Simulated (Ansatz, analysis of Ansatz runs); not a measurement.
# Moving an added hole between C sites in MgAl2C2 (P-3m1), part 3 of 3

Question: does an added hole stay on the C atom where it is started in MgAl2C2 (P-3m1), and if so, how high is the barrier for a hop to another C site nearby? Model: a cell of 90 host atoms.

Ansatz 0.2.0; plane-wave PAW DFT, PBEsol+U; relaxation of all atoms of a supercell at fixed charge in a uniform background; PAW set soft_1.

So far. Step 3 (The hole on the first site): The largest changes of the moments are 0.40 μB on C45, 0.05 μB on C74 and 0.05 μB on C44. The largest part sits on the chosen site. Step 4 (The hole on the second site): The largest changes of the moments are 0.40 μB on C34, 0.05 μB on C5 and 0.05 μB on C45. The largest part sits on the chosen site.

**5. Points on the line between the two structures**

Level of this step: plane-wave PAW DFT, PBEsol+U; single point of a supercell at fixed charge in a uniform background; PAW set soft_1 (Ansatz).

All atoms move on the straight line between the two relaxed structures, 1.64 amu^1/2 Å long in mass-weighted terms. Each point starts from the state of the point before, once from either end, so that both localised states can be followed; the midpoint is also started with the carrier shared.

Contents of A.x0500/input.yaml:

```yaml
crystal:
  lattice:
    - [10.12601677, 0.0, 0.0]
    - [-5.06300839, 8.76938776, 0.0]
    - [0.0, 0.0, 11.54676988]
  atoms:
    - { symbol: Mg, position: [-0.000997, -0.000258, -0.000809] }
    - { symbol: Al, position: [0.22049, 0.110437, 0.174807] }
[... 29 atom lines left out ...]
    - { symbol: Al, position: [0.556503, 0.110488, 0.174849] }
    - { symbol: Al, position: [0.443808, 0.221035, 0.331458] }
    - { symbol: C, position: [0.44472, 0.222931, 0.136284] }
[... 7 atom lines left out ...]
    - { symbol: Al, position: [0.556234, 0.445903, 0.16852] }
[... 2 atom lines left out ...]
    - { symbol: C, position: [0.555296, 0.44401, 0.363667], spin: 1.0 }
[... 44 atom lines left out ...]
    - { symbol: C, position: [0.888529, 0.777814, 0.861784] }
total_charge: 1
basis:
  ecutwfc: 420
  xc_grid: 2
hamiltonian:
  xc: pbesol
  hubbard:
    sites: [{ species: C, l: p, u_eff: 6.0 }]
    projectors: ortho-atomic
  pseudopotentials: { kind: paw, azcp: { folder: soft_1 }, xc_functional: pbe }
kpoints:
  mp_grid: { grid: [1, 1, 1] }
magnetization:
  spin_polarized: true
  initial_magnetization: 1
  spin_locking: { lock_magnetization: hard }
scf:
  occupations: { method: fermi_dirac, width: 0.01 }
  max_iter: 120
  lower_state_search: "off"
output:
  forces: true
  eigenvalues: true
  eigenstates: { localisation: true }
  write_density: true
  write_potential: true
  volumetric_format: npy
checkpoint:
  read: "../A.x0375.run"
  write: "../A.x0500.run"
  compress: false
  write_wavefunctions: true
  write_every: 100000
```

Run with:

```sh
$ ansatz run input.yaml --threads 4 --pin off --max-ram 9420MiB --backend cpu --events-out ev --progress --plain --runs-dir out
```

Numbers of over 12 decimals in the logs are rounded to 6 here.

What it wrote:

```text
[...]
Warning: checkpoint.read: the run can stay near the saved state's solution: 90 site(s) moved relative to the saved geometry (max |Δs| = 1.346e-3 fractional); [...]
[...]
Crystal: 90 atoms, lattice volume = 1025.341 Å³
Basis set: ecut = 420 eV, 20007 PW (Γ), exchange–correlation on 144×144×160 points (8 copies of the dense FFT grid, shifted against one another)
Bands: 306, of which v1, the nominal top of the filled ones, is band 216 counted from 1 (215 counted from 0)
Symmetry: 1 space group operations
[...]
k-points: 1
[...]
Starting moments: Σ|m| = 1 μB on 1 of 90 sites; this step starts from the density that it was given
[...]
SCF iter  17: F=-62051.129233 eV  HF=-62051.129233 eV  |F-HF|=1.67e-10  |Δ(HF+E_count)|=   1.28e-8  Δρ=2.10e-7 (↑1.18e-7 ↓2.10e-7)  dr2=6.03e-10  dr2_m=1.63e-10  M=1.000 μB ∫|m|=1.430 μB  ethr=1.00e-12  ⟨swp⟩=5.0  Hψ=3053  notcnv=0
SCF 1 converged in 17 iterations: F = -62051.129233 eV  dr2 = 6.03e-10
[...]
SCF converged after 17 iterations
[...]
Magnetization: 1.0000 μB (216.0000 up, 215.0000 down)
Absolute magnetization: 1.4344 μB (∫|ρ↑−ρ↓|, with the PAW one-centre terms)
[...]
Per-site moments (μB) at R_I (Å): [(0.000695315, 1.034725), (-0.00203995, 0.821288), (-0.000131893, 0.821671), [... 87 left out ...]
Free energy (F): -62051.129233 eV
[...]
Internal energy: -62051.129233 eV  (E = F + TS)
E sigma→0 (E₀):  -62051.129233 eV
Fermi energy:    7.982058 (↑ 9.269823, ↓ 7.981384) eV
[...]
--- Forces (eV/Å), atoms counted from 1 ---
  atom   1  Mg    -0.01064582     0.00439713    -0.00262256
  atom   2  Al     0.00390986     0.08120353     0.16041814
  [... 2 atoms left out ...]
  atom   5  C     -0.08004116    -0.05220968     0.07790531
  [... 26 atoms left out ...]
  atom  32  Al    -0.00153778     0.08012175     0.15457968
  atom  33  Al    -0.00317169    -0.15812395    -0.09118474
  atom  34  C      0.00158254     0.07856743     0.05709822
  atom  35  C      0.07870334    -0.05123169     0.07502093
  [... 6 atoms left out ...]
  atom  42  Al     0.00100281     0.15840363     0.09155824
  atom  43  Al     0.00230939    -0.08070265    -0.15877431
  [... 1 atom left out ...]
  atom  45  C     -0.00007570    -0.07871897    -0.05256459
  [... 27 atoms left out ...]
  atom  73  Al    -0.00280005    -0.08025184    -0.16026092
  [... 17 atoms left out ...]
  max |Σ_I F_I| component: 1.20e-5 eV/Å
--- Band table (eV) ---
[...]
Occupation matrices written to <dir>
```

The job ended after 40 s (4 threads of Intel Xeon Platinum 8259CL at 2.50GHz (Skylake/Cascade Lake), shared host; peak memory 2 GiB).

Reading the cycles: dr2 is the Hartree energy of the density residual (eV), the measure of convergence; HF is the Harris–Foulkes estimate of the energy, which meets the free energy F at convergence.

States next to the filling edge at the first k-point, on the run's own zero (eigenstates.tsv). The participation number counts the atoms that a state is spread over, of 90; bands count from 0.

```csv
spin,band,energy (eV),occupation,participation,largest share on,share
down,209,7.344,1.00,27.6,C34,0.09
down,210,7.404,1.00,48.9,C84,0.04
down,211,7.415,1.00,52.5,C25,0.03
down,212,7.500,1.00,51.4,C19,0.04
down,213,7.609,1.00,51.6,C30,0.03
down,214,7.613,1.00,53.2,C10,0.02
down,215,8.345,0.00,10.0,C45,0.21
down,216,10.946,0.00,63.4,Mg31,0.04
down,217,10.947,0.00,63.8,Mg21,0.03
down,218,11.152,0.00,66.1,Al68,0.03
down,219,11.154,0.00,61.8,Al83,0.03
up,210,7.128,1.00,38.9,C9,0.05
up,211,7.393,1.00,49.6,C25,0.04
up,212,7.398,1.00,47.6,C25,0.04
up,213,7.548,1.00,56.4,C19,0.03
up,214,7.590,1.00,49.3,C30,0.03
up,215,7.592,1.00,49.9,C30,0.03
up,216,10.946,0.00,63.7,Mg31,0.04
up,217,10.951,0.00,63.9,Mg21,0.03
up,218,11.148,0.00,62.8,Al83,0.04
up,219,11.151,0.00,66.0,Al17,0.03
up,220,11.158,0.00,66.5,Al62,0.03
```

Under PBEsol+U (6 eV) at the zone centre alone, the highest filled state is spin down, spread over 53 of 90 atoms, and the lowest empty one, 0.73 eV above it, is spin down, spread over 10 of 90 atoms.

The largest moments in the atoms' spheres: C45 0.26, C34 0.26, C49 0.02, C79 0.02, C40 0.02, C10 0.02 μB.

Spin density in the ac plane at fractional y = 0.333, through the centre, with atoms of Mg within 0.45 Å of it.

Ten even steps from '_' (-2.38 × 1e-2 e/Å³) to '@' (2.88 × 1e-2 e/Å³), each cell a mean:
```
========================================================
========================================================
========================================================
========================================================
========================================================
========================================================
========================================================
========================================================
========================================================
========================================================
========================================================
========================================================
========================================================
========================================================
========================================================
========================**%%@@##++======================
==========================**##++========================
====================--::..______::----==================
====================----::::::::::--====================
========================++%%@@##++======================
========================++####**========================
========================----------======================
========================================================
========================================================
```
Columns run along a (10.1 Å), rows up along c (11.5 Å). Atoms in or near the plane, at fractional coordinates: Mg at (0.00, 0.00), Mg at (0.00, 0.50), Mg at (0.33, 0.00), Mg at (0.33, 0.50), Mg at (0.67, 0.00), Mg at (0.67, 0.50).

Valence density in the ac plane at fractional y = 0.333, through the centre, with atoms of Mg within 0.45 Å of it. It is the smooth field of the valence electrons, not physical close to the nuclei.

Ten steps, logarithmic in the rise over the least value, from '0' (0 e/Å³) to '9' (22 e/Å³), each cell a mean:
```
8610000278610000048851000037
2101111012101111002211111101
0011221100001221100001222100
0011221100001222100001222100
0001211000001121100001121100
0001111000000111000000111000
0001111000001111000000111000
0011221000001221100001222100
0012221100011222100001222100
0011111100001121100001121100
5300110146400010015530010014
9710000389810000059961000048
8610000278610000037850000037
2101111011101111001100111101
0011221100001222100001222100
0012221100001222100001222100
0001211000001111000001121100
0001111000000111000000111000
0001111000000111000000111000
0011221000001221100001222100
0012221100001222100001222100
0011111000001121100001121100
5300110135300010014420010014
9720000389710000059961000048
```
Columns run along a (10.1 Å), rows up along c (11.5 Å). Atoms in or near the plane, at fractional coordinates: Mg at (0.00, 0.00), Mg at (0.00, 0.50), Mg at (0.33, 0.00), Mg at (0.33, 0.50), Mg at (0.67, 0.00), Mg at (0.67, 0.50).

Electrostatic potential energy in the ac plane at fractional y = 0.333, through the centre, with atoms of Mg within 0.45 Å of it. With pseudopotentials it is smooth inside the atoms' cores, unlike the true potential.

Values in eV, 13 rows by 16 columns, each cell a mean:
```
-29   2  10   8 -14 -35  -5   9  10   3 -29 -25   5  10   6 -21
  9   9   6   7   9   9   9   7   6   9   9   9   8   6   8   9
 11   8   4   5  10  11  10   5   4   9  11  10   7   3   7  10
 11   9   5   6  10  11  10   6   5   9  11  10   7   4   7  10
 10   9   5   6  10  10  10   6   4   9  10  10   8   4   8  10
-12   5  10   9  -3 -17   2  10  10   6 -13 -10   7  10   8  -7
-54  -5  10   7 -29 -56 -15   9  10  -1 -50 -45   2  10   4 -42
 -1   7   9   9   5   0   6   9   9   8   1   2   8   9   9   2
 11   9   3   5  10  11  10   5   3   8  11  10   7   3   7  10
 11   9   5   6  10  11  10   7   6   9  11  10   7   5   7  10
 11   8   3   5  10  11  10   5   4   8  11  10   7   3   7  10
  6   9   8   8   8   7   8   8   7   9   7   7   9   8   9   7
-43  -2  10   8 -20 -44 -10   9  10   1 -38 -34   4  10   5 -32
```
Columns run along a (10.1 Å; values clipped at the 3rd and 97th percentile), rows up along c (11.5 Å). Atoms in or near the plane, at fractional coordinates: Mg at (0.00, 0.00), Mg at (0.00, 0.50), Mg at (0.33, 0.00), Mg at (0.33, 0.50), Mg at (0.67, 0.00), Mg at (0.67, 0.50).

Free energies from the first end:

```csv
started from,fraction,energy (eV),moment change on C45 (μB),on C34 (μB)
first site,0,0.000,0.40,0.05
first site,0.125,0.008,0.39,0.07
first site,0.25,0.029,0.37,0.09
first site,0.375,0.059,0.35,0.14
first site,0.5,0.077,0.26,0.26
first site,0.625,0.059,0.14,0.35
second site,0.875,0.008,0.07,0.39
second site,0.75,0.029,0.09,0.37
second site,0.625,0.059,0.14,0.35
second site,0.5,0.077,0.26,0.26
second site,0.375,0.059,0.35,0.14
shared,0.5,0.077,0.26,0.26
second site,1,0.000,0.05,0.40
```

**6. Outcome**

```json
{
 "distance of the two sites without the carrier": "3.24 Å"
}
```

In words: At the first end the hole is only partly on its site: 0.40 μB there against 0.05 μB on C74, and more than a third of the change on C atoms lies off the site. The highest point of the line, 0.08 eV, is therefore no barrier between two one-site polarons. No run compares the localised hole with one spread in the band, so its binding is unknown. The program's search for lower electronic states was switched off in all runs, so that each state is followed; none is shown to be the lowest at its structure. No image-charge correction is applied; it nearly cancels along the line while the charge stays localised. Keep in mind: sampling at the zone centre alone can move energies of charged and open-shell states by tenths of an eV or more in cells of this size; gap and trapping depend on the U chosen (C p 6.0 eV).

[Logs are printed without paths, hosts, clocks, repeated set-up lines and the standing remarks that a program may print on its own settings, such as how far it seeks lower states.]

[Hosts, paths, dates, database ids (printed as entryN), source tags and the programs' standing remarks are cut or masked in the printed files.]
